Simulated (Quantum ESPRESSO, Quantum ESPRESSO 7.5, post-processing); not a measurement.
**V(100), 5 layers: vacuum convergence**

Which setting serves for V(100), 5 layers? The runs below step through one kind of setting.

Method: plane-wave DFT, PBE, SG15 norm-conserving pseudopotentials, in Quantum ESPRESSO 7.5.

This is a report of a sequence of runs, with most program output left out.

## (1) The structure

The cell holds 5 atoms: 5 V. Cell: a = 3.020 Å, b = 3.020 Å, c = 30.040 Å, α = 90.0°, β = 90.0°, γ = 90.0°. It derives from V. Vacuum lies along c.

This run has no spin polarisation, although V can carry a moment. A spin-polarised state was not tried and may lie lower.

## (2) SCF with pw.x: 24 Å of vacuum

The first run is the reference of the series.

c0.in reads:

```
&control
  prefix = 'c0'
  outdir = './out'
  pseudo_dir = './pseudo'
  calculation = 'scf'
  tprnfor = .true.
/
&system
  ibrav = 0
  nat = 5
  ntyp = 1
  ecutwfc = 60
  ecutrho = 240
  occupations = 'smearing'
  smearing = 'mv'
  degauss = 0.02
/
&electrons
  conv_thr = 1e-07
  mixing_beta = 0.4
  electron_maxstep = 120
  mixing_mode = 'local-TF'
/
ATOMIC_SPECIES
  V   50.9415  V_ONCV_PBE-1.2.upf
CELL_PARAMETERS angstrom
  3.02000000000000 0.00000000000000 0.00000000000000
  0.00000000000000 3.02000000000000 0.00000000000000
  0.00000000000000 0.00000000000000 30.04000000000000
ATOMIC_POSITIONS crystal
  V   0.000000000000 0.000000000000 0.399467376831
  V   0.500000000000 0.500000000000 0.449733688415
  V   0.000000000000 0.000000000000 0.500000000000
  V   0.500000000000 0.500000000000 0.550266311585
  V   0.000000000000 0.000000000000 0.600532623169
K_POINTS automatic
  8 8 1 0 0 0
```

Run with:

```sh
$ OMP_NUM_THREADS=1 mpirun -n 4 pw.x -nk 4 -in c0.in > c0.out
```

Elapsed: 5 min, on 4 MPI ranks of Arm Neoverse N1, shared host; peak memory 0.74 GiB; 20 min of CPU time.

Read from the output:

* free energy: -9673.2665 eV
* Fermi energy: 1.411 eV

The program's own clock; routines nest. Time by routine:

| routine | wall time (s) | calls |
| --- | --- | --- |
| PWSCF | 297.5 | 1 |
| electrons | 294.1 | 1 |
| c_bands | 227.8 | 31 |
| cegterg | 204.7 | 124 |
| h_psi | 164.4 | 847 |
| fftw | 145.2 | 33172 |
| vloc_psi | 138.2 | 847 |
| mix_rho | 37.46 | 31 |
| sum_band | 23.93 | 31 |
| ffts | 21.39 | 3167 |
| calbec | 13.22 | 863 |
| add_vuspsi | 12.79 | 847 |
| h_psi:calbec | 12.7 | 847 |
| v_of_rho | 4.3 | 32 |

The run needed 31 iterations to bring the estimated error under 1e-07 Ry; the largest force on any atom, held or free, is 1.24 eV/Å.

## (3) Electrostatic potential

The vacuum level is read from the electrostatic potential (plot_num = 11), averaged over planes.

c0.pot.in reads:

```
&inputpp
  prefix = 'c0'
  outdir = './out'
  filplot = 'c0.pot.dat'
  plot_num = 11
/
```

Run with:

```sh
$ OMP_NUM_THREADS=1 mpirun -n 4 pp.x -in c0.pot.in > c0.pot.out
```

Run time: 0.89 s. Hardware: 4 MPI ranks; peak memory 0.08 GiB; 3.2 s of CPU time.

This step gave:

```
potential in the middle of the vacuum, over the Fermi level : 3.826 eV
```

The potential energy, planar mean oscillates, so the rows of the table below give means over windows of 1.56 Å about each position, cut where the curve ends. Its maxima inside the range that stand out by 2 % of the span (Å: eV): 12.7: -5.69, 14.3: -5.66, 15.8: -5.66, 17.3: -5.69. Its minima: 12.0: -13.0, 13.6: -12.6, 15.0: -12.7, 16.5: -12.6, 18.0: -13.0.

Electrostatic potential energy of an electron; zero at the Fermi level. The potential energy, planar mean by z; means over each step:

| z (Å) | potential energy, planar mean (eV) |
| --- | --- |
| 0.78 | 3.83 |
| 2.34 | 3.83 |
| 3.90 | 3.83 |
| 5.46 | 3.83 |
| 7.02 | 3.82 |
| 8.58 | 3.79 |
| 10.14 | 2.88 |
| 11.70 | -7.44 |
| 13.26 | -8.98 |
| 14.82 | -8.98 |
| 16.38 | -8.94 |
| 17.94 | -8.79 |
| 19.50 | 1.68 |
| 21.06 | 3.74 |
| 22.62 | 3.82 |
| 24.18 | 3.83 |
| 25.74 | 3.83 |
| 27.30 | 3.83 |
| 28.86 | 3.83 |

Inside the slab this potential holds the local part of the pseudopotentials, which can be repulsive at the nuclei; only its value in the vacuum has a meaning of its own.

## (4) Self-consistent run: 18 Å of vacuum

c2.in reads:

```
&control
  prefix = 'c2'
  outdir = './out'
  pseudo_dir = './pseudo'
  calculation = 'scf'
  tprnfor = .true.
/
&system
  ibrav = 0
  nat = 5
  ntyp = 1
  ecutwfc = 60
  ecutrho = 240
  occupations = 'smearing'
  smearing = 'mv'
  degauss = 0.02
/
&electrons
  conv_thr = 1e-07
  mixing_beta = 0.4
  electron_maxstep = 120
  mixing_mode = 'local-TF'
/
ATOMIC_SPECIES
  V   50.9415  V_ONCV_PBE-1.2.upf
CELL_PARAMETERS angstrom
  3.02000000000000 0.00000000000000 0.00000000000000
  0.00000000000000 3.02000000000000 0.00000000000000
  0.00000000000000 0.00000000000000 24.04000000000000
ATOMIC_POSITIONS crystal
  V   0.000000000000 0.000000000000 0.374376039933
  V   0.500000000000 0.500000000000 0.437188019967
  V   0.000000000000 0.000000000000 0.500000000000
  V   0.500000000000 0.500000000000 0.562811980033
  V   0.000000000000 0.000000000000 0.625623960067
K_POINTS automatic
  8 8 1 0 0 0
```

Run with:

```sh
$ OMP_NUM_THREADS=1 mpirun -n 4 pw.x -nk 4 -in c2.in > c2.out
```

Run time: 4.2 min. Hardware: 4 MPI ranks; peak memory 0.62 GiB.

Read from the output:

* free energy: -9673.2660 eV
* Fermi energy: 2.719 eV

The program's own clock; routines nest. Time by routine:

| routine | wall time (s) | calls |
| --- | --- | --- |
| PWSCF | 251.5 | 1 |
| electrons | 249 | 1 |
| c_bands | 185 | 38 |
| cegterg | 169.2 | 152 |
| h_psi | 135.5 | 824 |
| fftw | 119.5 | 37140 |
| vloc_psi | 112.9 | 824 |
| mix_rho | 37.15 | 38 |
| sum_band | 22.26 | 38 |
| ffts | 20.29 | 4007 |
| calbec | 11.39 | 840 |
| add_vuspsi | 11.03 | 824 |
| h_psi:calbec | 10.98 | 824 |
| v_of_rho | 4.26 | 39 |

## (5) Electrostatic potential

c2.pot.in reads:

```
&inputpp
  prefix = 'c2'
  outdir = './out'
  filplot = 'c2.pot.dat'
  plot_num = 11
/
```

Run with:

```sh
$ OMP_NUM_THREADS=1 mpirun -n 4 pp.x -in c2.pot.in > c2.pot.out
```

Elapsed: 0.83 s, on 4 MPI ranks; peak memory 0.11 GiB; 3 s of CPU time.

Counted from each run's own zero (the Fermi level), the vacuum level differs from the first run's by -0 meV.

## (6) Ground state: 14 Å of vacuum

c4.in reads:

```
&control
  prefix = 'c4'
  outdir = './out'
  pseudo_dir = './pseudo'
  calculation = 'scf'
  tprnfor = .true.
/
&system
  ibrav = 0
  nat = 5
  ntyp = 1
  ecutwfc = 60
  ecutrho = 240
  occupations = 'smearing'
  smearing = 'mv'
  degauss = 0.02
/
&electrons
  conv_thr = 1e-07
  mixing_beta = 0.4
  electron_maxstep = 120
  mixing_mode = 'local-TF'
/
ATOMIC_SPECIES
  V   50.9415  V_ONCV_PBE-1.2.upf
CELL_PARAMETERS angstrom
  3.02000000000000 0.00000000000000 0.00000000000000
  0.00000000000000 3.02000000000000 0.00000000000000
  0.00000000000000 0.00000000000000 20.04000000000000
ATOMIC_POSITIONS crystal
  V   0.000000000000 0.000000000000 0.349301397206
  V   0.500000000000 0.500000000000 0.424650698603
  V   0.000000000000 0.000000000000 0.500000000000
  V   0.500000000000 0.500000000000 0.575349301397
  V   0.000000000000 0.000000000000 0.650698602794
K_POINTS automatic
  8 8 1 0 0 0
```

Run with:

```sh
$ OMP_NUM_THREADS=1 mpirun -n 4 pw.x -nk 4 -in c4.in > c4.out
```

The job ended after 3.4 min (4 MPI ranks; peak memory 0.55 GiB; 14 min of CPU time).

Numbers from this step:

| Quantity | Value |
| --- | --- |
| free energy | -9673.2665 eV |
| Fermi energy | 4.025 eV |

The program's own clock; routines nest. Time by routine:

| routine | wall time (s) | calls |
| --- | --- | --- |
| PWSCF | 204.3 | 1 |
| electrons | 202.1 | 1 |
| c_bands | 153.2 | 37 |
| cegterg | 139.6 | 148 |
| h_psi | 110.2 | 815 |
| fftw | 95.57 | 37316 |
| vloc_psi | 91.23 | 815 |
| mix_rho | 27.55 | 37 |
| sum_band | 17.25 | 37 |
| ffts | 14.98 | 3697 |
| calbec | 9.62 | 831 |
| h_psi:calbec | 9.28 | 815 |
| add_vuspsi | 9.27 | 815 |
| v_of_rho | 3.53 | 38 |

## (7) Electrostatic potential

c4.pot.in reads:

```
&inputpp
  prefix = 'c4'
  outdir = './out'
  filplot = 'c4.pot.dat'
  plot_num = 11
/
```

Run with:

```sh
$ OMP_NUM_THREADS=1 mpirun -n 4 pp.x -in c4.pot.in > c4.pot.out
```

It took 0.81 s on 4 MPI ranks; peak memory 0.11 GiB.

Counted from each run's own zero (the Fermi level), the vacuum level differs from the first run's by -1 meV.

## (8) Ground state: 12 Å of vacuum

c6.in reads:

```
&control
  prefix = 'c6'
  outdir = './out'
  pseudo_dir = './pseudo'
  calculation = 'scf'
  tprnfor = .true.
/
&system
  ibrav = 0
  nat = 5
  ntyp = 1
  ecutwfc = 60
  ecutrho = 240
  occupations = 'smearing'
  smearing = 'mv'
  degauss = 0.02
/
&electrons
  conv_thr = 1e-07
  mixing_beta = 0.4
  electron_maxstep = 120
  mixing_mode = 'local-TF'
/
ATOMIC_SPECIES
  V   50.9415  V_ONCV_PBE-1.2.upf
CELL_PARAMETERS angstrom
  3.02000000000000 0.00000000000000 0.00000000000000
  0.00000000000000 3.02000000000000 0.00000000000000
  0.00000000000000 0.00000000000000 18.04000000000000
ATOMIC_POSITIONS crystal
  V   0.000000000000 0.000000000000 0.332594235033
  V   0.500000000000 0.500000000000 0.416297117517
  V   0.000000000000 0.000000000000 0.500000000000
  V   0.500000000000 0.500000000000 0.583702882483
  V   0.000000000000 0.000000000000 0.667405764967
K_POINTS automatic
  8 8 1 0 0 0
```

Run with:

```sh
$ OMP_NUM_THREADS=1 mpirun -n 4 pw.x -nk 4 -in c6.in > c6.out
```

It took 1.9 min on 4 MPI ranks; peak memory 0.51 GiB.

This step gave:

| Quantity | Value |
| --- | --- |
| free energy | -9673.2669 eV |
| Fermi energy | 4.896 eV |

The program's own clock; routines nest. Time by routine:

| routine | wall time (s) | calls |
| --- | --- | --- |
| PWSCF | 110.4 | 1 |
| electrons | 108.4 | 1 |
| c_bands | 87.7 | 20 |
| cegterg | 78.98 | 80 |
| h_psi | 62.59 | 552 |
| fftw | 54.1 | 21868 |
| vloc_psi | 52.13 | 552 |
| mix_rho | 9.58 | 20 |
| sum_band | 8.93 | 20 |
| calbec | 5.41 | 568 |
| ffts | 5.34 | 1331 |
| add_vuspsi | 5.12 | 552 |
| h_psi:calbec | 5.1 | 552 |
| v_of_rho | 1.94 | 21 |

## (9) Potential by pp.x

c6.pot.in reads:

```
&inputpp
  prefix = 'c6'
  outdir = './out'
  filplot = 'c6.pot.dat'
  plot_num = 11
/
```

Run with:

```sh
$ OMP_NUM_THREADS=1 mpirun -n 4 pp.x -in c6.pot.in > c6.pot.out
```

Elapsed: 0.79 s, on 4 MPI ranks; peak memory 0.11 GiB; 2.8 s of CPU time.

This step gave:

- potential in the middle of the vacuum, over the Fermi level: 3.827 eV

Counted from each run's own zero (the Fermi level), the vacuum level differs from the first run's by +1 meV.

## (10) Self-consistent run: 10 Å of vacuum

c8.in reads:

```
&control
  prefix = 'c8'
  outdir = './out'
  pseudo_dir = './pseudo'
  calculation = 'scf'
  tprnfor = .true.
/
&system
  ibrav = 0
  nat = 5
  ntyp = 1
  ecutwfc = 60
  ecutrho = 240
  occupations = 'smearing'
  smearing = 'mv'
  degauss = 0.02
/
&electrons
  conv_thr = 1e-07
  mixing_beta = 0.4
  electron_maxstep = 120
  mixing_mode = 'local-TF'
/
ATOMIC_SPECIES
  V   50.9415  V_ONCV_PBE-1.2.upf
CELL_PARAMETERS angstrom
  3.02000000000000 0.00000000000000 0.00000000000000
  0.00000000000000 3.02000000000000 0.00000000000000
  0.00000000000000 0.00000000000000 16.04000000000000
ATOMIC_POSITIONS crystal
  V   0.000000000000 0.000000000000 0.311720698254
  V   0.500000000000 0.500000000000 0.405860349127
  V   0.000000000000 0.000000000000 0.500000000000
  V   0.500000000000 0.500000000000 0.594139650873
  V   0.000000000000 0.000000000000 0.688279301746
K_POINTS automatic
  8 8 1 0 0 0
```

Run with:

```sh
$ OMP_NUM_THREADS=1 mpirun -n 4 pw.x -nk 4 -in c8.in > c8.out
```

Run time: 2 min. Hardware: 4 MPI ranks; peak memory 0.47 GiB; 7.9 min of CPU time.

Read from the output:

- free energy: -9673.2666 eV
- Fermi energy: 5.982 eV

The program's own clock; routines nest. Time by routine:

| routine | wall time (s) | calls |
| --- | --- | --- |
| PWSCF | 118.5 | 1 |
| electrons | 116.8 | 1 |
| c_bands | 93.29 | 29 |
| cegterg | 84.31 | 116 |
| h_psi | 66.13 | 647 |
| fftw | 57.17 | 29428 |
| vloc_psi | 54.2 | 647 |
| mix_rho | 10.7 | 29 |
| sum_band | 10.37 | 29 |
| calbec | 6.08 | 663 |
| ffts | 5.99 | 1753 |
| add_vuspsi | 5.82 | 647 |
| h_psi:calbec | 5.81 | 647 |
| v_of_rho | 2.3 | 30 |

## (11) Electrostatic potential

c8.pot.in reads:

```
&inputpp
  prefix = 'c8'
  outdir = './out'
  filplot = 'c8.pot.dat'
  plot_num = 11
/
```

Run with:

```sh
$ OMP_NUM_THREADS=1 mpirun -n 4 pp.x -in c8.pot.in > c8.pot.out
```

It took 0.76 s on 4 MPI ranks; peak memory 0.11 GiB.

This step gave:

| Item | Value |
| --- | --- |
| potential in the middle of the vacuum, over the Fermi level | 3.826 eV |

Counted from each run's own zero (the Fermi level), the vacuum level differs from the first run's by -0 meV.

## (12) SCF with pw.x: 8 Å of vacuum

c10.in reads:

```
&control
  prefix = 'c10'
  outdir = './out'
  pseudo_dir = './pseudo'
  calculation = 'scf'
  tprnfor = .true.
/
&system
  ibrav = 0
  nat = 5
  ntyp = 1
  ecutwfc = 60
  ecutrho = 240
  occupations = 'smearing'
  smearing = 'mv'
  degauss = 0.02
/
&electrons
  conv_thr = 1e-07
  mixing_beta = 0.4
  electron_maxstep = 120
  mixing_mode = 'local-TF'
/
ATOMIC_SPECIES
  V   50.9415  V_ONCV_PBE-1.2.upf
CELL_PARAMETERS angstrom
  3.02000000000000 0.00000000000000 0.00000000000000
  0.00000000000000 3.02000000000000 0.00000000000000
  0.00000000000000 0.00000000000000 14.04000000000000
ATOMIC_POSITIONS crystal
  V   0.000000000000 0.000000000000 0.284900284900
  V   0.500000000000 0.500000000000 0.392450142450
  V   0.000000000000 0.000000000000 0.500000000000
  V   0.500000000000 0.500000000000 0.607549857550
  V   0.000000000000 0.000000000000 0.715099715100
K_POINTS automatic
  8 8 1 0 0 0
```

Run with:

```sh
$ OMP_NUM_THREADS=1 mpirun -n 4 pw.x -nk 4 -in c10.in > c10.out
```

It took 1.9 min on 4 MPI ranks; peak memory 0.43 GiB; 7.6 min of CPU time.

Numbers from this step:

```
Fermi energy : 7.372 eV
```

The program's own clock; routines nest. Time by routine:

| routine | wall time (s) | calls |
| --- | --- | --- |
| PWSCF | 113.6 | 1 |
| electrons | 112 | 1 |
| c_bands | 90.14 | 31 |
| cegterg | 81.17 | 124 |
| h_psi | 64.36 | 691 |
| fftw | 56.73 | 30870 |
| vloc_psi | 53.38 | 691 |
| sum_band | 10.46 | 31 |
| mix_rho | 8.82 | 31 |
| calbec | 5.59 | 707 |
| add_vuspsi | 5.36 | 691 |
| h_psi:calbec | 5.35 | 691 |
| ffts | 5.11 | 1505 |
| v_of_rho | 2.31 | 32 |

## (13) Electrostatic potential

c10.pot.in reads:

```
&inputpp
  prefix = 'c10'
  outdir = './out'
  filplot = 'c10.pot.dat'
  plot_num = 11
/
```

Run with:

```sh
$ OMP_NUM_THREADS=1 mpirun -n 4 pp.x -in c10.pot.in > c10.pot.out
```

Run time: 0.74 s. Hardware: 4 MPI ranks; peak memory 0.11 GiB; 2.6 s of CPU time.

This step gave:

| Quantity | Value |
| --- | --- |
| potential in the middle of the vacuum, over the Fermi level | 3.838 eV |

Counted from each run's own zero (the Fermi level), the vacuum level differs from the first run's by +11 meV.

## (14) The series side by side

All levels:

| level | vacuum level over the Fermi level (eV) | its change from the first (meV) | energy from the first (meV an atom) | SCF iterations | wall time (s) | peak memory (GiB) | CPU time (s) |
| --- | --- | --- | --- | --- | --- | --- | --- |
| 24 Å of vacuum | 3.826 | 0 | 0 | 31 | 298.1 | 0.74 | 1192 |
| 18 Å of vacuum | 3.826 | -0.4237 | 0.0984 | 38 | 252.1 | 0.62 | 1008 |
| 14 Å of vacuum | 3.826 | -0.5258 | 0.006531 | 37 | 204.9 | 0.55 | 819.1 |
| 12 Å of vacuum | 3.827 | 1.113 | -0.07529 | 20 | 111 | 0.51 | 443.6 |
| 10 Å of vacuum | 3.826 | -0.2074 | -0.02664 | 29 | 119.1 | 0.47 | 476 |
| 8 Å of vacuum | 3.838 | 11.27 | -0.01249 | 31 | 114.2 | 0.43 | 456.4 |

## (15) What came out

- vacuum level over the Fermi level, 24 Å of vacuum: 3.826 eV
- cheapest step of the main series that, with all steps before it, keeps the vacuum level within 20 meV of the first: 12 Å of vacuum: +1 meV, 7.4 min of CPU time against 20 min
- setting with the largest shift of the level: 8 Å of vacuum: +11 meV

The cheapest step of the main series that, with all steps before it, keeps the vacuum level within 20 meV of the first is 12 Å of vacuum: +1 meV, 7.4 min of CPU time against 20 min. Over the series the energy moves by up to 0.0984 meV an atom and the vacuum level by up to 11 meV. The level is read in the middle of the vacuum, where a short gap still holds the tails of both faces. The times come from a shared host and are rough. Peak memory is sampled during the run and can miss the peak. The geometry is as built, not relaxed.

[Logs are printed without paths, hosts, clocks, repeated set-up lines and the standing remarks that a program may print on its own settings, such as how far it seeks lower states.]

[Hosts, paths, dates, database ids (printed as entryN), source tags and the programs' standing remarks are cut or masked in the printed files.]

[Maps of the electrostatic potential energy from Ansatz leave out the sawtooth potential of an applied field or a dipole correction, so their vacuum need not be flat; planar profiles and work functions include it.]
